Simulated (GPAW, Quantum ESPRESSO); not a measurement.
# In K ELNES/XANES of In (I4/mmm) from DFT, part 3 of 4

Aim: the In K edge of In (I4/mmm) by two routes, a Lanczos recursion (XSpectra) and a sum over empty bands (GPAW), to see which features are robust.

Quantum ESPRESSO 7.5 and GPAW 26.7.0; core-hole supercells, plane-wave PAW LDA.

So far. Step 7 (Spectrum with XCH, In atom 1 (Quantum ESPRESSO)): Main maxima below 30 eV (height): 4.7 eV (1.18) and 22.0 eV (1.04).  Step 8 (Ground state of the crystal (GPAW)): The mesh shows no gap, so the system is treated as a metal and the core electron is put at the Fermi level (neutral cell).

**9. Spectrum without a core hole, In atom 1 (GPAW)**

Level of this step: X-ray absorption from dipole matrix elements to empty bands, plane-wave PAW LDA (GPAW).

This cheap baseline ignores the attraction of the hole: it shows the absorber's empty states as they are in the ground state. The data set with a hole of occupation 0 only carries the core orbital.

Input file xas.py:

```python
import numpy as np
from ase import Atoms
from ase.parallel import parprint, paropen
from gpaw import GPAW, PW, FermiDirac, Mixer, MixerDif, setup_paths
from gpaw.test import gen
setup_paths.insert(0, '.')
gen('In', name='nch1s', xcname='LDA', corehole=(1, 0, 0), write_xml=True)
from gpaw.mpi import world
world.barrier()

atoms = Atoms('In',
    cell=[[-1.62547, 1.62547, 2.4737],
     [1.62547, -1.62547, 2.4737],
     [1.62547, 1.62547, -2.4737]],
    scaled_positions=[[0, 0, 0]],
    pbc=True)
atoms.calc = calc = GPAW(legacy_gpaw=True, mode=PW(500), xc='LDA', setups={0: 'nch1s'},
    kpts={'size': (15, 15, 15), 'gamma': True}, occupations=FermiDirac(0.1),
    charge=0, mixer=Mixer(0.1, 5, 50), maxiter=150,
    convergence={'density': 0.0001}, txt='scf.txt')
energy = atoms.get_potential_energy() + calc.get_reference_energy()
ef = calc.get_fermi_level()
out = dict(energy=energy, fermi=ef, forces=atoms.get_forces().tolist())
parprint(f'all-electron energy {energy:.4f} eV, Fermi level {ef:.4f} eV')
ev = np.array([[calc.get_eigenvalues(k, s) for k in range(len(calc.get_ibz_k_points()))] for s in range(calc.get_number_of_spins())])
out['homo'], out['lumo'], out['counts'] = ev[ev < ef].max(), ev[ev > ef].min(), sorted(set((ev < ef).sum((0, 2)).tolist()))
out['filled'] = (ev[:, 0] < ef).sum(1).tolist()

from ase.units import Ha
from gpaw.xas import dipole_matrix_elements
nb = int(calc.get_number_of_electrons() / 2) + 19
top = nb
nscf = calc.fixed_density(kpts={'size': (11, 11, 11), 'gamma': True},
    convergence={'eigenstates': 1.0}, txt='nscf.txt')
nscf.diagonalize_full_hamiltonian(nbands=nb)
cell = atoms.cell.array
ops = [cell.T @ U.T @ np.linalg.inv(cell.T) for U in nscf.wfs.kd.symmetry.op_scc]
E = np.arange(-25, 34, 0.1)
fwhm = np.interp(E, [4, 25], [7.91, 7.91])
Y, X, zero, highest = 0, 0, 1e9, 1e9
for spin in range(nscf.get_number_of_spins()):
    wfs = nscf.wfs
    A = dipole_matrix_elements(wfs.setups[0])
    eps = np.zeros((wfs.kd.nibzkpts, nb))
    d = np.zeros((3, A.shape[1], wfs.kd.nibzkpts, nb), complex)
    for kpt in wfs.kpt_u:
        if kpt.s == spin and 0 in kpt.P_ani:
            eps[kpt.k] = kpt.eps_n * Ha
            d[:, :, kpt.k] = (kpt.weight * wfs.nspins / 2) ** 0.5 * np.inner(A, kpt.P_ani[0])
    world.sum(eps)
    world.sum(d)
    T = np.einsum('amkn,bmkn->abkn', d, d.conj()).real
    T = sum(np.einsum('ai,ijkn,bj->abkn', R, T, R) for R in ops) / len(ops)
    empty = eps > ef
    zero, highest = min(zero, eps[empty].min()), min(highest, eps[:, top - 1].min())
    lines = [(eps, T, empty)] if spin == 0 else lines + [(eps, T, empty)]
for eps, T, empty in lines:
    f = np.einsum('aakn->akn', T).reshape(3, -1)
    x = eps.ravel() - zero
    w = np.interp(x, E, fwhm) / 2.35482
    g = np.exp(-0.5 * ((E[:, None] - x) / w) ** 2) / (w * (2 * np.pi) ** 0.5)
    Y = Y + (f * empty.ravel()) @ g.T
    X = X + (f * ~empty.ravel()) @ g.T
out.update(E=E.round(2).tolist(), xas=Y.tolist(), xes=X.tolist(), zero=zero, valid=highest - zero, nk=len(eps), nb=nb)
for i in range(0, len(E), 10):
    parprint(f'{E[i]:7.2f}', *(f'{v:10.3e}' for v in Y[:, i]))
import json
with paropen('out.json', 'w') as f:
    json.dump(out, f)
```

Run with:

```sh
$ OMP_NUM_THREADS=1 mpirun -n 4 gpaw python xas.py
```

Numbers of over 12 decimals in the logs are rounded to 6 here.

What it wrote:

```text
Input parameters:
  convergence: {density: 0.0001}
  kpts: {gamma: True,
         size: (15, 15, 15)}
  maxiter: 150
  mixer: {backend: pulay,
          beta: 0.1,
          method: separate,
          nmaxold: 5,
          weight: 50}
  mode: {ecut: 500.0,
         name: pw}
  occupations: {fixmagmom: False,
                name: fermi-dirac,
                width: 0.1}
  setups: {0: nch1s}

Initialize ...

[...]
*d    :     0.311949
--------------------------------

Diagonalizing with gridspacing h=0.050

state   all-electron     PAW
-------------------------------
5s:      -0.311406    -0.312130
5p:      -0.099218    -0.099945
4d:      -0.688051    -0.689005
*f:                    0.063553
-------------------------------
all-electron energy -159837.7115 eV, Fermi level 6.6125 eV
[...]
32.00  1.531e-08  1.531e-08  1.504e-08
  33.00  1.507e-08  1.507e-08  1.442e-08
[key lines of the parts left out:]
Converged after 10 iterations.
Dipole moment: (0.000000, -0.000000, -0.000000) |e|*Ang
Free energy:     -3.428800
Fermi level: 6.61252
```

The job ended after 30 s (4 MPI ranks of Arm Neoverse V2, shared host; peak memory 0.23 GiB; 2 min of CPU time).

The In K spectrum, In atom 1, no core hole (energy from the lowest empty level; intensity scaled to a mean of 1 over the first 20 eV; polarised curves are means over the symmetry-equivalent atoms):

```tsv
E (eV)	isotropic	ε ⊥ c	ε ∥ c
-2.00	0.31	0.30	0.32
-1.25	0.41	0.40	0.42
-0.50	0.52	0.51	0.54
0.25	0.64	0.62	0.66
1.00	0.76	0.75	0.79
1.75	0.89	0.87	0.92
2.50	1.00	0.98	1.04
3.25	1.10	1.08	1.14
4.00	1.18	1.17	1.22
4.75	1.24	1.23	1.27
5.50	1.27	1.27	1.29
6.25	1.28	1.28	1.29
7.00	1.27	1.28	1.26
7.75	1.24	1.25	1.22
8.50	1.19	1.21	1.16
9.25	1.14	1.16	1.09
10.00	1.07	1.10	1.02
10.75	1.01	1.03	0.96
11.50	0.95	0.97	0.90
12.25	0.89	0.91	0.86
13.00	0.85	0.86	0.83
13.75	0.82	0.82	0.82
14.50	0.81	0.80	0.82
15.25	0.81	0.79	0.83
16.00	0.82	0.80	0.86
16.75	0.85	0.82	0.90
17.50	0.88	0.85	0.94
18.25	0.93	0.90	0.99
19.00	0.97	0.94	1.03
19.75	1.02	0.99	1.07
20.50	1.06	1.04	1.10
21.25	1.10	1.08	1.12
22.00	1.12	1.11	1.13
22.75	1.13	1.13	1.12
23.50	1.12	1.13	1.09
24.25	1.10	1.12	1.06
25.00	1.07	1.10	1.02
25.75	1.04	1.07	0.99
26.50	1.00	1.02	0.95
27.25	0.96	0.98	0.92
28.00	0.93	0.94	0.90
28.75	0.90	0.90	0.88
29.50	0.87	0.87	0.87
```

Main maxima below 26 eV (height): 6.2 eV (1.28) and 22.8 eV (1.13). 

The same matrix elements for filled bands give the In K emission of In atom 1 (ground-state approximation; energy from the lowest empty level, largest value 1):

```tsv
E (eV)	emission
-24.00	0.00
-23.25	0.00
-22.50	0.00
-21.75	0.00
-21.00	0.00
-20.25	0.00
-19.50	0.00
-18.75	0.00
-18.00	0.00
-17.25	0.01
-16.50	0.01
-15.75	0.01
-15.00	0.02
-14.25	0.02
-13.50	0.03
-12.75	0.05
-12.00	0.07
-11.25	0.10
-10.50	0.14
-9.75	0.19
-9.00	0.25
-8.25	0.33
-7.50	0.42
-6.75	0.52
-6.00	0.63
-5.25	0.73
-4.50	0.83
-3.75	0.92
-3.00	0.97
-2.25	1.00
-1.50	0.99
-0.75	0.94
0.00	0.86
0.75	0.75
1.50	0.63
2.25	0.51
3.00	0.39
```

Emission maxima: -2.0 eV (1.00).

**10. Reference energy of the supercell (GPAW)**

Total energies of two programs can't be mixed, so the cell and mesh of GPAW's hole run get a reference energy of their own.

Input file scf.py:

```python
import numpy as np
from ase import Atoms
from ase.parallel import parprint, paropen
from gpaw import GPAW, PW, FermiDirac, Mixer, MixerDif, setup_paths
from gpaw.test import gen
setup_paths.insert(0, '.')
gen('In', name='nch1s', xcname='LDA', corehole=(1, 0, 0), write_xml=True)
from gpaw.mpi import world
world.barrier()

atoms = Atoms('In6',
    cell=[[-4.87641, 1.62547, 2.4737],
     [-4.87641, -1.62547, -2.4737],
     [0, -3.25094, 4.9474]],
    scaled_positions=[[0, 0, 0],
     [0.16666667, 0.16666667, 0.5],
     [0.33333333, 0.33333333, 0],
     [0.5, 0.5, 0.5],
     [0.66666667, 0.66666667, 0],
     [0.83333333, 0.83333333, 0.5]],
    pbc=True)
atoms.calc = calc = GPAW(legacy_gpaw=True, mode=PW(500), xc='LDA', setups={0: 'nch1s'},
    kpts={'size': (4, 4, 4), 'gamma': True}, occupations=FermiDirac(0.1),
    charge=0, mixer=Mixer(0.1, 5, 50), maxiter=150,
    convergence={'density': 0.0001}, txt='scf.txt')
energy = atoms.get_potential_energy() + calc.get_reference_energy()
ef = calc.get_fermi_level()
out = dict(energy=energy, fermi=ef, forces=atoms.get_forces().tolist())
parprint(f'all-electron energy {energy:.4f} eV, Fermi level {ef:.4f} eV')
ev = np.array([[calc.get_eigenvalues(k, s) for k in range(len(calc.get_ibz_k_points()))] for s in range(calc.get_number_of_spins())])
out['homo'], out['lumo'], out['counts'] = ev[ev < ef].max(), ev[ev > ef].min(), sorted(set((ev < ef).sum((0, 2)).tolist()))
out['filled'] = (ev[:, 0] < ef).sum(1).tolist()
import json
with paropen('out.json', 'w') as f:
    json.dump(out, f)
```

Run with:

```sh
$ OMP_NUM_THREADS=1 mpirun -n 4 gpaw python scf.py
```

What it wrote:

```text
Input parameters:
  convergence: {density: 0.0001}
  kpts: {gamma: True,
         size: (4, 4, 4)}
  maxiter: 150
  mixer: {backend: pulay,
          beta: 0.1,
          method: separate,
          nmaxold: 5,
          weight: 50}
  mode: {ecut: 500.0,
         name: pw}
  occupations: {fixmagmom: False,
                name: fermi-dirac,
                width: 0.1}
  setups: {0: nch1s}

Initialize ...

[...]
*s    :     0.688594
5p(1) :    -0.099218     1.008179
*p    :     0.900782
4d(10):    -0.688051     0.308169
*d    :     0.311949
--------------------------------

Diagonalizing with gridspacing h=0.050

state   all-electron     PAW
-------------------------------
5s:      -0.311406    -0.312130
5p:      -0.099218    -0.099945
4d:      -0.688051    -0.689005
*f:                    0.063553
-------------------------------
all-electron energy -959026.3571 eV, Fermi level 6.4607 eV
[key lines of the parts left out:]
Converged after 10 iterations.
Dipole moment: (0.000000, 0.000000, -0.000000) |e|*Ang
Free energy:    -20.652265
Fermi level: 6.46066
```

The job ended after 18 s (4 MPI ranks; peak memory 0.25 GiB).

Reference energy: -959026.357 eV with the cores included.

(Continued in part 4 of 4.)

[Banner, clock and machine lines of the logs are left out without a mark of their own.]

[Logs are printed without paths, hosts, clocks, repeated set-up lines and the standing remarks that a program may print on its own settings, such as how far it seeks lower states.]

[Hosts, paths, dates, database ids (printed as entryN), source tags and the programs' standing remarks are cut or masked in the printed files.]

[Lists of maxima count a maximum above −3 eV only where it reaches 4 % of the highest in the window and stands out from its surroundings by 2 % of it (1.5 % where it reaches 55 %); shoulders and weaker maxima are passed over, and of the rest the first, up to two pre-edge ones and the few strongest are named.]
